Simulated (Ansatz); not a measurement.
# Relaxing random alloy of the hcp Ru-Mo line, x = 0.125 (64 atoms), part 2 of 2

Aim: bring random alloy of the hcp Ru-Mo line, x = 0.125 (64 atoms) to a nearby minimum of the energy and see what moves.

Ansatz 0.2.0; Kohn-Sham DFT, PBE, PAW (set soft_2), plane waves.

The cell: 56 Ru and 8 Mo. The host structure and its lattice constant were typed by rule, without a check against the phase diagram.

So far. Step 3 (Cell and atoms relaxed): The relaxation changed the energy by -13.2 meV/atom, and atoms moved by 0.042 Å r.m.s., 0.093 Å at most.

## Step 5: Single point at the relaxed geometry

The electronic structure is read at the final geometry, in a run of its own.

The input, input.yaml:

```yaml
crystal:
  lattice:
    - [10.96217, -0.00015, -0.00052]
    - [-5.48121, 9.49151, 0.00011]
    - [-0.00041, -0.00014, 8.62642]
  atoms:
    - { symbol: Ru, position: [0.99914, 0.99978, 0.00109] }
    - { symbol: Ru, position: [0.08323, 0.16628, 0.24972] }
    - { symbol: Ru, position: [0.99914, 0.99866, 0.50015] }
    - { symbol: Mo, position: [0.08232, 0.16588, 0.75499] }
    [... 54 atom lines left out ...]
    - { symbol: Ru, position: [0.74936, 0.49852, 0.50057] }
    - { symbol: Ru, position: [0.83311, 0.66642, 0.74977] }
    - { symbol: Ru, position: [0.74911, 0.75079, 0.0006] }
    - { symbol: Ru, position: [0.83275, 0.91751, 0.25024] }
    - { symbol: Ru, position: [0.75021, 0.75076, 0.49975] }
    - { symbol: Ru, position: [0.83211, 0.91566, 0.75005] }
kpoints:
  mp_grid: { grid: [2, 2, 2] }
hamiltonian:
  xc: pbe
scf:
  occupations: { method: fermi_dirac, width: 0.1 }
output:
  forces: true
  stress: true
  populations: true
  dos:
    method: { smearing: { sigma: 0.08 } }
    de: 0.05
    projected: { site_lists: { Mo: [Mo], Ru: [Ru] } }
  eigenvalues: true
  write_density: true
  write_potential: true
  volumetric_format: npy
```

On the command line:

```
ansatz run input.yaml --threads 5 --pin off --max-ram 76800MiB --backend cuda --events-out ev --progress --plain --runs-dir out
```

Log:

```text
[...]
GPU FFT provider: cuFFT
GPU libraries: cuBLAS 13.8.2, cuFFT 12.4.0, cuSOLVER 12.3.4
Crystal: 64 atoms, lattice volume = 897.551 Å³
Basis set: ecut = 420 eV, 17527 PW (Γ), exchange–correlation on 150×150×120 points (8 copies of the dense FFT grid, shifted against one another)
Bands: 605, of which v1, the nominal top of the filled ones, is band 504 counted from 1 (503 counted from 0)
Symmetry: 1 space group operations
[...]
k-points: 8
[...]
GPU buffer pool allocated for 337500 grid points (all kernels)
[...]
SCF iter   1: F=—  HF=-368856.537425 eV  |F-HF|=—  |Δ(HF+E_count)|=         —  Δρ=9.15e-3  dr2=1.17e0  ethr=1.77e-3  ⟨swp⟩=5.0  Hψ=15002  notcnv=0
[...]
SCF iter   8: F=-368856.575728 eV  HF=-368856.575728 eV  |F-HF|=3.73e-9  |Δ(HF+E_count)|=   1.58e-8  Δρ=6.93e-7  dr2=6.44e-9  ethr=9.92e-12  ⟨swp⟩=13.0  Hψ=43042  notcnv=0
SCF 1 converged in 8 iterations: F = -368856.575728 eV  dr2 = 6.44e-9
[...]
SCF converged after 8 iterations
Free energy (F): -368856.575728 eV
[...]
Internal energy: -368854.549551 eV  (E = F + TS)
E sigma→0 (E₀):  -368855.562640 eV
Entropy (-TS):   -2.026177 eV (-31.659 meV/atom)
Fermi energy:    22.665304 eV
[...]
--- Forces (eV/Å), atoms counted from 1 ---
  atom   1  Ru    -0.00034753     0.00154326    -0.00165129
  atom   2  Ru     0.00114739     0.00136528     0.00180370
  atom   3  Ru     0.00078555    -0.00082768    -0.00038713
  atom   4  Mo    -0.00006701    -0.00011230     0.00282143
  atom   5  Ru    -0.00195701     0.00136039    -0.00169904
  atom   6  Mo     0.00346814     0.00037917     0.00524083
  atom   7  Ru     0.00087657     0.00283940    -0.00062989
  atom   8  Ru    -0.00256700     0.00194565     0.00125846
  atom   9  Ru     0.00027601    -0.00290219    -0.00007942
  atom  10  Ru    -0.00311780    -0.00109666    -0.00091682
  atom  11  Ru     0.00240052    -0.00503660     0.00134535
  atom  12  Ru     0.00010482     0.00083655    -0.00289418
  atom  13  Mo    -0.00057679    -0.00294959     0.00038320
  atom  14  Ru    -0.00101847    -0.00242540    -0.00073461
[...]
atom  63  Ru    -0.00022000     0.00285999    -0.00018292
  atom  64  Ru    -0.00218132    -0.00072330    -0.00012997
  max |Σ_I F_I| component: 5.04e-6 eV/Å
--- Stress (GPa, compression-positive) ---
       -0.003092       0.001948       0.000695
        0.001948      -0.015431      -0.005036
        0.000695      -0.005036      -0.006275
  P = ⅓ Tr σ = -0.0083 GPa (-0.083 kbar)
--- Band table (eV; the first three rows and the last of 8) ---
[...]
--- Löwdin populations: 64 sites ---
  site symbol       q [e]
     0     Ru     15.9136
     1     Ru     15.9162
     2     Ru     15.9172
[...]
63     Ru     15.9063
  spilling = 0.005566 (of n_electrons = 1008.000000)
```

Run time: 7.4 s. Hardware: 1 × NVIDIA H100 80GB HBM3 with 5 threads of AMD EPYC 7R13 (Zen 3), shared host; peak memory 2.1 GiB; 16 s of CPU time.

That memory is the host's; the program planned up to 16.6 GiB on the GPU.

The run gave:

* free energy: -368856.5757 eV
* free energy per atom: -5763.3840 eV/atom
* SCF cycles: 8
* pressure: -0.008266 GPa
* r.m.s. force component: 0.00207 eV/Å
* longest force: 0.00813 eV/Å
* Fermi energy: 22.67 eV
* levels partly filled by over 2 per cent: 180
* spilling of the projection: 0.005566

Löwdin charges by element and coordination (they lack the spilled electrons, 0.088 e an atom on average):

```tsv
element	coordination	atoms	mean charge (e)	spread	least	most
Mo	all	8	0.108	0.0034	0.103	0.114
Ru	all	56	0.0847	0.0044	0.0755	0.0941
```

States in the cell by windows of 0.5 eV, zero at the Fermi level; the larger projections on atomic orbitals stand beside the total:

```tsv
from (eV)	to (eV)	total	Ru d	Mo d	Ru s
-10	-8	0.0	0.0	0.0	0.0
-8	-7.5	0.2	0.0	0.0	0.2
-7.5	-7	1.7	0.0	0.0	1.5
-7	-6.5	2.1	0.1	0.0	1.8
-6.5	-6	2.9	0.2	0.0	2.3
-6	-5.5	23.7	15.1	1.4	6.4
-5.5	-5	46.5	35.8	3.2	6.5
-5	-4.5	42.7	32.8	3.6	5.0
-4.5	-4	32.2	27.0	2.5	1.9
-4	-3.5	54.9	46.5	4.0	3.0
-3.5	-3	31.8	26.2	3.3	1.5
-3	-2.5	39.8	36.0	2.3	0.9
-2.5	-2	54.5	45.6	4.1	3.2
-2	-1.5	49.6	42.6	4.2	1.7
-1.5	-1	48.0	40.1	4.4	2.0
-1	-0.5	31.9	25.7	4.3	0.9
-0.5	0	33.8	26.6	3.5	2.2
0	0.5	21.8	16.8	2.9	1.3
0.5	1	34.9	30.9	2.7	0.5
1	1.5	39.4	34.2	3.3	1.2
1.5	2	41.6	32.9	5.8	2.0
```

The levels nearest the highest filled one (over half full), pooled over k-points and spins:

```tsv
level less the highest filled one (eV)	occupation
-0.0135	1.07
-0.0105	1.05
-0.0085	1.04
-0.0047	1.02
-0.0046	1.02
0	1.00
0.0038	0.983
0.0077	0.964
0.0086	0.959
0.0144	0.93
0.0145	0.93
0.02	0.902
```

Valence density in the ab plane at fractional z = 0.000, with atoms of Ru and Mo within 0.2 Å of it. It is the smooth field of the valence electrons, not physical close to the nuclei.

Ten even steps from '0' (0.29 × 1e0 e/Å³) to '9' (9.74 × 1e0 e/Å³), each cell a mean:
```
7300026862000278610003884100158
1000012210000132100002320000023
0000000000000000000000000000000
0000000001000000110000001000000
4420000355200014651000255300002
6520004896100159951002798300025
5200016872000278610004884100146
1000012210000122000002320000022
0000000000000000000000000000000
0000000000000000010000000000000
5520000244100013641000145300002
9720003665100159951001798300038
7300014652000278620004885100158
1000012210000132100002320000123
0000000000000000000000000000000
0100000001000000110000001000000
5520000355200014641000146300002
9720004896100159950001798400038
7300016872000278510003885100158
1000013310000132100001320000023
0000000000000000000000000000000
0100000001000000010000001000000
5520000355200013541000145300002
9720004896100159951001798400038
```
Columns run along a (11.0 Å), rows up along b (11.0 Å). Atoms in or near the plane, at fractional coordinates: Ru at (0.00, 0.00), Ru at (0.00, 0.25), Ru at (0.00, 0.50), Mo at (0.00, 0.75), Ru at (0.25, 0.00), Ru at (0.25, 0.25), Mo at (0.25, 0.50), Ru at (0.25, 0.75), Ru at (0.50, 0.00), Ru at (0.50, 0.25), Ru at (0.50, 0.50), Ru at (0.50, 0.75), Ru at (0.75, 0.00), Ru at (0.75, 0.25) and more.

Electrostatic potential energy in the ab plane at fractional z = 0.000, with atoms of Ru and Mo within 0.2 Å of it. With pseudopotentials it is smooth inside the atoms' cores, unlike the true potential.

Values in eV, 13 rows by 16 columns, each cell a mean:
```
-28  17   8 -47 -28  18   9 -48 -30  17   8 -48 -29  17   7 -48
 15  16  19  17  17  18  20  16  16  18  19  16  16  18  19  16
-40  -8  19 -11 -52  -7  20 -11 -54  -9  20 -13 -52  -6  19  -9
-39  10   9 -58 -51  11  10 -56 -51  11   8 -59 -49  11   7 -44
 15  21  17   7  16  20  17   9  17  21  17   8  17  21  15   6
-28   0  21   5 -23  -4  20   6 -30  -4  21   6 -27   0  21   5
-66   4  11 -42 -51   2  13 -55 -69   2  11 -58 -67   3  10 -59
  8  22  12  -8   7  21  15  -8   7  21  12 -12   7  21  12 -11
 -8   6  21  15  -7   6  22  15  -9   5  21  15  -8   5  21  15
-73  -3  15 -46 -74  -5  15 -49 -74  -3  16 -46 -75  -6  14 -48
 -7  21  10 -29  -9  20  10 -28  -7  21  11 -27  -8  20   9 -29
  9  14  21  18   8  13  21  19   9  13  21  19   9  13  21  19
-67  -7  18 -31 -69  -8  19 -29 -68  -9  18 -30 -68  -8  18 -30
```
Columns run along a (11.0 Å; values clipped at the 3rd and 97th percentile), rows up along b (11.0 Å). Atoms in or near the plane, at fractional coordinates: Ru at (0.00, 0.00), Ru at (0.00, 0.25), Ru at (0.00, 0.50), Mo at (0.00, 0.75), Ru at (0.25, 0.00), Ru at (0.25, 0.25), Mo at (0.25, 0.50), Ru at (0.25, 0.75), Ru at (0.50, 0.00), Ru at (0.50, 0.25), Ru at (0.50, 0.50), Ru at (0.50, 0.75), Ru at (0.75, 0.00), Ru at (0.75, 0.25) and more.

Mean Löwdin charges: Mo +0.11, Ru +0.08 e (they miss 0.56 % of the electrons, so they add up to more than the cell's charge). Among metals such projection charges depend strongly on the orbitals used and are no measure of ionicity. Within 0.4 eV of the Fermi level the largest share is Ru d (80 % of the projected weight).

Local excerpt of 13 atoms (numbers count through the whole input) about Ru37, picked at random; x, y, z are measured from there.

```tsv
atom	x	y	z	distance (Å)	bonds	Löwdin charge (e)
Ru37	0.00	0.00	0.00	0.00	12	0.08
Ru40	0.01	1.57	-2.15	2.66	12	0.08
Ru20	-1.35	-0.82	-2.15	2.66	12	0.08
Ru36	1.38	-0.79	-2.14	2.67	12	0.09
Ru18	-1.37	-0.80	2.15	2.67	12	0.08
Mo34	1.39	-0.76	2.17	2.69	12	0.11
Ru38	0.00	1.58	2.17	2.69	12	0.09
Ru57	1.38	2.34	0.01	2.71	12	0.09
Ru41	-1.34	2.37	0.01	2.72	12	0.08
Ru21	-2.72	-0.02	0.01	2.72	12	0.08
Ru17	-1.37	-2.38	0.00	2.74	12	0.08
Ru53	2.76	0.00	0.00	2.76	12	0.08
Ru33	1.39	-2.39	-0.01	2.76	12	0.08
```

## Step 6: K-mesh 3×3×3

A denser mesh tests the sampling of the Brillouin zone.

input.yaml, as its differences from that of step 5:

```diff
@@ -8,3 +8,3 @@
 kpoints:
-  mp_grid: { grid: [2, 2, 2] }
+  mp_grid: { grid: [3, 3, 3] }
 hamiltonian:
@@ -22,4 +22 @@
   eigenvalues: true
-  write_density: true
-  write_potential: true
-  volumetric_format: npy
```

Log:

```text
[...]
GPU FFT provider: cuFFT
GPU libraries: cuBLAS 13.8.2, cuFFT 12.4.0, cuSOLVER 12.3.4
Crystal: 64 atoms, lattice volume = 897.551 Å³
Basis set: ecut = 420 eV, 17527 PW (Γ), exchange–correlation on 150×150×120 points (8 copies of the dense FFT grid, shifted against one another)
Bands: 605, of which v1, the nominal top of the filled ones, is band 504 counted from 1 (503 counted from 0)
Symmetry: 1 space group operations
[...]
k-points: 14 of 27 (time reversal used)
[...]
GPU buffer pool allocated for 337500 grid points (all kernels)
[...]
SCF iter   1: F=—  HF=-368856.528192 eV  |F-HF|=—  |Δ(HF+E_count)|=         —  Δρ=9.25e-3  dr2=1.29e0  ethr=1.77e-3  ⟨swp⟩=5.0  Hψ=25803  notcnv=0  defer=2
[...]
SCF iter   7: F=—  HF=-368856.575919 eV  |F-HF|=—  |Δ(HF+E_count)|=   1.18e-7  Δρ=4.28e-6  dr2=2.61e-7  ethr=4.07e-10  ⟨swp⟩=2.2  Hψ=15674  notcnv=0  defer=2
SCF iter   8: F=-368856.575919 eV  HF=-368856.575919 eV  |F-HF|=5.30e-9  |Δ(HF+E_count)|=   2.05e-8  Δρ=7.32e-7  dr2=8.45e-9  ethr=9.92e-12  ⟨swp⟩=6.9  Hψ=24322  notcnv=0
SCF 1 converged in 8 iterations: F = -368856.575919 eV  dr2 = 8.45e-9
[...]
SCF converged after 8 iterations
Free energy (F): -368856.575919 eV
[...]
Internal energy: -368854.672820 eV  (E = F + TS)
E sigma→0 (E₀):  -368855.624369 eV
Entropy (-TS):   -1.903098 eV (-29.736 meV/atom)
Fermi energy:    22.684782 eV
[...]
Σ components = -368856.575919   (vs F -368856.575919, Δ=0.00e0)
--- Forces (eV/Å), atoms counted from 1 ---
  atom   1  Ru    -0.06470320    -0.06185821    -0.01344043
  atom   2  Ru     0.02425579     0.07484273     0.03615626
  atom   3  Ru    -0.03701147    -0.01347250    -0.00247060
  atom   4  Mo     0.03894718     0.07315046     0.00142171
[...]
atom  64  Ru     0.00922885    -0.02802523     0.01826081
  max |Σ_I F_I| component: 4.42e-6 eV/Å
--- Stress (GPa, compression-positive) ---
       -0.954416      -0.068878       0.026866
       -0.068878      -0.930228       0.024840
        0.026866       0.024840       1.824366
  P = ⅓ Tr σ = -0.0201 GPa (-0.201 kbar)
--- Band table (eV; the first three rows and the last of 14) ---
[...]
--- Löwdin populations: 64 sites ---
  site symbol       q [e]
     0     Ru     15.9164
     1     Ru     15.9170
     2     Ru     15.9193
[...]
63     Ru     15.9080
  spilling = 0.005450 (of n_electrons = 1008.000000)
```

Run time: 12 s. Hardware: 1 × NVIDIA H100 80GB HBM3 with 5 threads; peak memory 2.2 GiB; 33 s of CPU time.

That memory is the host's; the program planned up to 26.3 GiB on the GPU.

Geometry and reference: those of the single point at the relaxed geometry.

Forces differ from those of the single point at the relaxed geometry by 42 meV/Å r.m.s. It took roughly 1.7 times the reference's time (one timing each, with unlike analyses asked), in 8 cycles against 8.

## Step 7: Functional r2SCAN (500 eV)

The meta-GGA r2SCAN uses the kinetic energy density as well as the density and its gradient. Besides, the cutoff goes from 420 to 500 eV.

This step: Kohn-Sham DFT, r2SCAN, PAW (set soft_2), plane waves (Ansatz 0.2.0).

input.yaml, as its differences from that of step 6:

```diff
@@ -8,5 +8,5 @@
 kpoints:
-  mp_grid: { grid: [3, 3, 3] }
+  mp_grid: { grid: [2, 2, 2] }
 hamiltonian:
-  xc: pbe
+  xc: r2scan
 scf:
```

Log:

```text
[...]
GPU FFT provider: cuFFT
GPU libraries: cuBLAS 13.8.2, cuFFT 12.4.0, cuSOLVER 12.3.4
Crystal: 64 atoms, lattice volume = 897.551 Å³
Basis set: ecut = 500 eV, 22735 PW (Γ), exchange–correlation on 320×320×256 points (64 copies of the dense FFT grid, shifted against one another)
Bands: 605, of which v1, the nominal top of the filled ones, is band 504 counted from 1 (503 counted from 0)
Symmetry: 1 space group operations
[...]
k-points: 8
[...]
GPU buffer pool allocated for 409600 grid points (all kernels)
[...]
SCF iter   1: F=—  HF=-369620.782174 eV  |F-HF|=—  |Δ(HF+E_count)|=         —  Δρ=1.21e-2  dr2=1.06e0  dr2_τ=5.58e-1  ethr=1.77e-3  ⟨swp⟩=5.0  Hψ=15371  notcnv=0  defer=4
[...]
SCF iter  13: F=—  HF=-369621.479023 eV  |F-HF|=—  |Δ(HF+E_count)|=   2.16e-8  Δρ=2.52e-6  dr2=1.09e-7  dr2_τ=1.30e-8  ethr=3.62e-11  ⟨swp⟩=2.0  Hψ=6720  notcnv=0
SCF iter  14: F=-369621.479023 eV  HF=-369621.479023 eV  |F-HF|=2.49e-8  |Δ(HF+E_count)|=   6.23e-9  Δρ=1.57e-6  dr2=3.69e-8  dr2_τ=5.10e-9  ethr=9.92e-12  ⟨swp⟩=3.0  Hψ=12940  notcnv=0
SCF 1 converged in 14 iterations: F = -369621.479023 eV  dr2 = 3.69e-8
[...]
SCF converged after 14 iterations
Free energy (F): -369621.479023 eV
[...]
Internal energy: -369619.546250 eV  (E = F + TS)
E sigma→0 (E₀):  -369620.512637 eV
Entropy (-TS):   -1.932773 eV (-30.200 meV/atom)
Fermi energy:    22.539736 eV
[...]
Σ components = -369621.479023   (vs F -369621.479023, Δ=0.00e0)
--- Forces (eV/Å), atoms counted from 1 ---
  atom   1  Ru    -0.01673155     0.01461334     0.01482817
  atom   2  Ru     0.02406621    -0.02379044    -0.00517521
  atom   3  Ru     0.00770745    -0.03908766    -0.01885276
  atom   4  Mo    -0.01685817    -0.02022714     0.10419651
[...]
atom  64  Ru    -0.02838434    -0.01437911    -0.00355905
  max |Σ_I F_I| component: 2.03e-5 eV/Å
--- Stress (GPa, compression-positive) ---
       -5.778061      -0.000425      -0.005311
       -0.000425      -5.783581      -0.013218
       -0.005311      -0.013218      -6.481778
  P = ⅓ Tr σ = -6.0145 GPa (-60.145 kbar)
--- Band table (eV; the first three rows and the last of 8) ---
[...]
--- Löwdin populations: 64 sites ---
  site symbol       q [e]
     0     Ru     15.9178
     1     Ru     15.9195
     2     Ru     15.9214
[...]
63     Ru     15.9082
  spilling = 0.005617 (of n_electrons = 1008.000000)
```

The job ended after 12 s (1 × NVIDIA H100 80GB HBM3 with 5 threads; peak memory 2.5 GiB; 25 s of CPU time).

That memory is the host's; the program planned up to 17.6 GiB on the GPU.

Geometry and reference: those of the single point at the relaxed geometry.

Forces differ from those of the single point at the relaxed geometry by 31 meV/Å r.m.s.; the pressure by -6.0 GPa. It took roughly 1.6 times the reference's time (one timing each, with unlike analyses asked), in 14 cycles against 8.

## Step 8: Functional PBEsol

PBEsol restores the gradient expansion of exchange for slowly varying densities and usually gives shorter bonds in solids than PBE.

This step: Kohn-Sham DFT, PBEsol, PAW (set soft_2), plane waves (Ansatz 0.2.0).

input.yaml, as its differences from that of step 7:

```diff
@@ -10,3 +10,3 @@
 hamiltonian:
-  xc: r2scan
+  xc: pbesol
 scf:
```

Log:

```text
[...]
GPU FFT provider: cuFFT
GPU libraries: cuBLAS 13.8.2, cuFFT 12.4.0, cuSOLVER 12.3.4
Crystal: 64 atoms, lattice volume = 897.551 Å³
Basis set: ecut = 420 eV, 17527 PW (Γ), exchange–correlation on 150×150×120 points (8 copies of the dense FFT grid, shifted against one another)
Bands: 605, of which v1, the nominal top of the filled ones, is band 504 counted from 1 (503 counted from 0)
Symmetry: 1 space group operations
[...]
k-points: 8
[...]
GPU buffer pool allocated for 337500 grid points (all kernels)
[...]
SCF iter   1: F=—  HF=-364904.991385 eV  |F-HF|=—  |Δ(HF+E_count)|=         —  Δρ=1.33e-2  dr2=2.43e0  ethr=1.77e-3  ⟨swp⟩=5.0  Hψ=15004  notcnv=0
[...]
SCF iter   7: F=—  HF=-364904.791894 eV  |F-HF|=—  |Δ(HF+E_count)|=   7.58e-4  Δρ=3.94e-6  dr2=1.93e-7  ethr=4.61e-10  ⟨swp⟩=1.0  Hψ=4814  notcnv=0  defer=8
SCF iter   8: F=-364904.791894 eV  HF=-364904.791894 eV  |F-HF|=9.20e-9  |Δ(HF+E_count)|=   2.92e-8  Δρ=7.13e-7  dr2=1.14e-8  ethr=9.92e-12  ⟨swp⟩=7.0  Hψ=13874  notcnv=0
SCF 1 converged in 8 iterations: F = -364904.791894 eV  dr2 = 1.14e-8
[...]
SCF converged after 8 iterations
Free energy (F): -364904.791894 eV
[...]
Internal energy: -364902.776386 eV  (E = F + TS)
E sigma→0 (E₀):  -364903.784140 eV
Entropy (-TS):   -2.015508 eV (-31.492 meV/atom)
Fermi energy:    22.513141 eV
[...]
Σ components = -364904.791894   (vs F -364904.791894, Δ=0.00e0)
--- Forces (eV/Å), atoms counted from 1 ---
  atom   1  Ru    -0.00625771     0.01018056     0.01126250
  atom   2  Ru     0.00381186    -0.02092622    -0.00965431
  atom   3  Ru     0.00035183    -0.03522242    -0.01740516
  atom   4  Mo    -0.01458491    -0.01203334     0.04277402
[...]
atom  64  Ru    -0.02208566    -0.01205589    -0.00062953
  max |Σ_I F_I| component: 7.38e-6 eV/Å
--- Stress (GPa, compression-positive) ---
       -9.980796       0.004560      -0.000163
        0.004560      -9.991571      -0.004614
       -0.000163      -0.004614     -10.410086
  P = ⅓ Tr σ = -10.1275 GPa (-101.275 kbar)
--- Band table (eV; the first three rows and the last of 8) ---
[...]
--- Löwdin populations: 64 sites ---
  site symbol       q [e]
     0     Ru     15.9098
     1     Ru     15.9126
     2     Ru     15.9134
[...]
63     Ru     15.9027
  spilling = 0.005756 (of n_electrons = 1008.000000)
```

Run time: 7.7 s. Hardware: 1 × NVIDIA H100 80GB HBM3 with 5 threads; peak memory 2.1 GiB.

That memory is the host's; the program planned up to 16.6 GiB on the GPU.

Geometry and reference: those of the single point at the relaxed geometry.

Forces differ from those of the single point at the relaxed geometry by 17 meV/Å r.m.s.; the pressure by -10 GPa.

## Step 9: Cost against change

Differences are against the single point at the relaxed geometry (Kohn-Sham DFT, PBE, PAW (set soft_2), plane waves), whose r.m.s. force component is 0.00207 eV/Å. Energies are set beside the reference only for runs with its functional, potentials and electron count. Times are for 1 × NVIDIA H100 80GB HBM3 with 5 threads of AMD EPYC 7R13 (Zen 3), shared host. The reference's time includes grids, which some other runs skip.

```tsv
run	Δ force, r.m.s. (meV/Å)	Δ energy (meV/atom)	Δ pressure (GPa)	cycles	time	host memory (GiB)	planned on the GPU (GiB)
reference	-	-	-	8	7.4 s	2.1	17
k-mesh 3×3×3	41.9	-0.003	-0.0118	8	12 s	2.2	26
functional r2SCAN (500 eV)	30.5	-	-6.01	14	12 s	2.5	18
functional PBEsol	16.8	-	-10.1	8	7.7 s	2.1	17
```

## Step 10: Outcome

| Quantity | Value |
| --- | --- |
| energy change in the relaxation | -13.24 meV/atom |
| r.m.s. displacement | 0.042 Å |
| largest displacement | 0.093 Å |
| free energy per atom | -5763.3840 eV/atom |
| density | 11.89 g/cm³ |
| pressure | -0.008266 GPa |
| r.m.s. force component | 0.00207 eV/Å |
| wall time of the 6 DFT runs | 66 s |

What this shows: Relaxation lowers the energy by 13.2 meV/atom and moves atoms by 0.042 Å r.m.s.; the r.m.s. force component goes from 0.34 to 0.0021 eV/Å. Displacements are taken in the final cell, so they leave out its strain. By the final cutoffs no bond was broken or made. The cell grew by 1.0 % in volume. First to last step the energy falls by 0.848 eV, across changes of basis; the largest move, 0.09 Å, is that of Mo23 and 1 other atom alike. The Mo-Mo bonds change most in mean length: from 2.664 Å (spread 0.036) to 2.772 Å (spread 0.024). Counting bonds as in the table, all Mo atoms have 12 and all Ru atoms have 12 bonded neighbours. 180 levels are partly filled, by over 2 % (on the run's k-points), as in a metal.

Among the changes of functional, dispersion, potentials or spin, functional r2SCAN (500 eV) moves the forces most, by 31 meV/Å r.m.s.

[Long decimals in the printed logs are rounded to 6 places.]

[Logs are printed without paths, hosts, clocks, repeated set-up lines and the standing remarks that a program may print on its own settings, such as how far it seeks lower states.]

[Hosts, paths, dates, database ids (printed as entryN), source tags and the programs' standing remarks are cut or masked in the printed files.]

[A walk said to have stopped at its limit may instead have ended on an SCF cycle that didn't converge.]
